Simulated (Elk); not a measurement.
# E(M) of AlFe, part 2 of 2

Aim: the energy of AlFe as a function of its total spin moment.

Elk 11.2.3 (patched build); PBE; all-electron APW+lo, Dirac cores, scalar-relativistic bands.

So far, magnetization (μB): step 2 (unconstrained state) 0.752; step 3 (moment fixed at 0.676 μB) 0.676.

### Step 4. Moment fixed at 0.451 μB

Contents of elk.in:

```
tasks
  1

xctype
  20

rgkmax
  7.0

nempty
  14

swidth
  0.002

reducebf
  0.5

epsengy
  1e-05

maxscl
  120

lmaxi
  3

spinpol
  .true.

fsmtype
  1

momfix
  0.000000 0.000000 0.451000

taufsm
  0.01

sppath
  './'

avec
  5.49910302266 0.00000000000 0.00000000000
  0.00000000000 5.49910302266 0.00000000000
  0.00000000000 0.00000000000 5.49910302266

atoms
  2
  'Al.in'
  1
  0.0000000000 0.0000000000 0.0000000000   0.000000 0.000000 0.000000
  'Fe.in'
  1
  0.5000000000 0.5000000000 0.5000000000   0.000000 0.000000 -0.000084

ngridk
  8 8 8
```

Command:

```bash
$ OMP_NUM_THREADS=2 elk
```

Numbers of over 12 decimals in the logs are rounded to 6 here.

Log:

```text
Warning(gndstate): core states of species 1 leak from the muffin-tin :   0.4823754419E-03

--- INFO.OUT ---
┌─────────────────────────┐
│ Elk code version 11.2.3 │
└─────────────────────────┘

All units are atomic (Hartree, Bohr, etc.)

┌──────────────────────────────────────────┐
│ Ground-state run resuming from STATE.OUT │
└──────────────────────────────────────────┘

Lattice vectors :
   5.499103023       0.000000000       0.000000000
   0.000000000       5.499103023       0.000000000
   0.000000000       0.000000000       5.499103023
[...]
total charge                :    39.00000000
 error                       :   0.4204381945E-03

Moments :
 interstitial                :  -0.1810907903E-01
 muffin-tins
  species : 1 (Al)
   atom 1                    :  -0.2375628571E-01
  species : 2 (Fe)
   atom 1                    :   0.4928885615
 total in muffin-tins        :   0.4691322758
 total moment                :   0.4510231968

FSM global effective field   :   0.3472829425E-02

┌──────────────────────────────┐
│ Self-consistent loop stopped │
└──────────────────────────────┘

Warning : core states of species 1 leak from the muffin-tin :   0.4823754419E-03

Wrote STATE.OUT

[key lines of the parts left out:]
total energy                :     -1515.6456293620
```

The job ended after 87 s (2 threads of Arm Neoverse V2, shared host; peak memory 0.1 GiB; 2.8 min of CPU time).

This step gave:

```yaml
magnetization: 0.4510 μB
```

It lies 27.8 meV a cell above the free run.

### Step 5. Moment fixed at 1.352 μB

Edit elk.in of step 4 so:

```diff
@@ -34,3 +34,3 @@
 momfix
-  0.000000 0.000000 0.451000
+  0.000000 0.000000 1.352000
```

Command:

```bash
$ OMP_NUM_THREADS=2 elk
```

Log:

```text
Warning(gndstate): core states of species 1 leak from the muffin-tin :   0.4830833827E-03

--- INFO.OUT ---
┌─────────────────────────┐
│ Elk code version 11.2.3 │
└─────────────────────────┘

All units are atomic (Hartree, Bohr, etc.)

┌──────────────────────────────────────────┐
│ Ground-state run resuming from STATE.OUT │
└──────────────────────────────────────────┘

Lattice vectors :
   5.499103023       0.000000000       0.000000000
   0.000000000       5.499103023       0.000000000
   0.000000000       0.000000000       5.499103023
[...]
total charge                :    39.00000000
 error                       :   0.4158078338E-03

Moments :
 interstitial                :  -0.2734437470E-01
 muffin-tins
  species : 1 (Al)
   atom 1                    :  -0.5036765226E-01
  species : 2 (Fe)
   atom 1                    :    1.429670185
 total in muffin-tins        :    1.379302533
 total moment                :    1.351958158

FSM global effective field   :  -0.6394411645E-02

┌──────────────────────────────┐
│ Self-consistent loop stopped │
└──────────────────────────────┘

Warning : core states of species 1 leak from the muffin-tin :   0.4830833827E-03

Wrote STATE.OUT

[key lines of the parts left out:]
total energy                :     -1515.6429898490
```

Elapsed: 95 s, on 2 threads; peak memory 0.1 GiB.

Read from the output:

| Quantity | Value |
| --- | --- |
| magnetization | 1.352 μB |

It lies 99.6 meV a cell above the free run.

### Step 6. An attempt with other settings

A slip in the input shows what the program catches and what it lets pass.

Contents of elk.in:

```
tasks
  0

xctype
  20

rgkmax
  7.0

nempty
  14

swidth
  0.002

reducebf
  0.5

epsengy
  1e-05

maxscl
  75

lmaxi
  3

spinpol
  .true.

ecutwfc
  40.0

sppath
  './'

avec
  5.49910302266 0.00000000000 0.00000000000
  0.00000000000 5.49910302266 0.00000000000
  0.00000000000 0.00000000000 5.49910302266

atoms
  2
  'Al.in'
  1
  0.0000000000 0.0000000000 0.0000000000   0.000000 0.000000 0.000000
  'Fe.in'
  1
  0.5000000000 0.5000000000 0.5000000000   0.000000 0.000000 -0.084000

ngridk
  8 8 8
```

Command:

```bash
$ OMP_NUM_THREADS=2 elk
```

Log:

```text
┌─────────────────────────────────┐
│ Elk code version 11.2.3 started │
└─────────────────────────────────┘

Error(readinput): invalid block name : ecutwfc
```

It took 0.01 s on 2 threads; peak memory 0.05 GiB.

The program refused the input before any cycle.

The program's message: “Error(readinput): invalid block name : ecutwfc”

The fault put into the input: a block that Elk doesn't know.

The block belongs to another program's input and has no meaning here.

### Step 7. E(M)

In all 7 moments were held (0, 0.225, 0.451, 0.676, 0.901, 1.127, 1.352 μB), each run going on from a saved state. The curve holds those that converged and the free run; sizes are given without sign.

Energy over the lowest against total spin moment:

```
total spin moment (μB a cell)  energy over the lowest (meV a cell)
                        0.000                                 50.5
                        0.225                                 44.7
                        0.451                                 27.8
                        0.676                                 5.23
                        0.752                                    0
                        0.901                                 18.6
                        1.127                                 58.5
                        1.352                                 99.6
```

The slope dE/dM read from the holding field by total spin moment:

```
total spin moment (μB a cell)  slope dE/dM read from the holding field (meV/μB)
                        0.000                                           -0.0512
                        0.225                                             -51.8
                        0.451                                             -94.5
                        0.676                                             -92.0
                        0.901                                               151
                        1.127                                               188
                        1.352                                               174
```

### Step 8. What came out

| Property | Result |
| --- | --- |
| moment of the free run | 0.752 μB a cell |
| moment of the lowest point | 0.752 μB a cell |
| energy at zero total moment | 50.5 meV a cell over the lowest |

What this shows: The curve is lowest at 0.752 μB a cell and has risen by 99.6 meV at 1.35 μB. No other minimum shows on the points computed. The parallel moment gains 51 meV a cell against zero total moment. The field's energy is not in the curve.

[Logs and program files are shortened in this print: banners, set-up blocks, solver, clock and traceback lines can be left out without a mark of their own.]

[Logs are printed without paths, hosts, clocks, repeated set-up lines and the standing remarks that a program may print on its own settings, such as how far it seeks lower states.]

[Hosts, paths, dates, database ids (printed as entryN), source tags and the programs' standing remarks are cut or masked in the printed files.]

[Where a cell is said to come from a database of computed structures, the database is the Materials Project.]
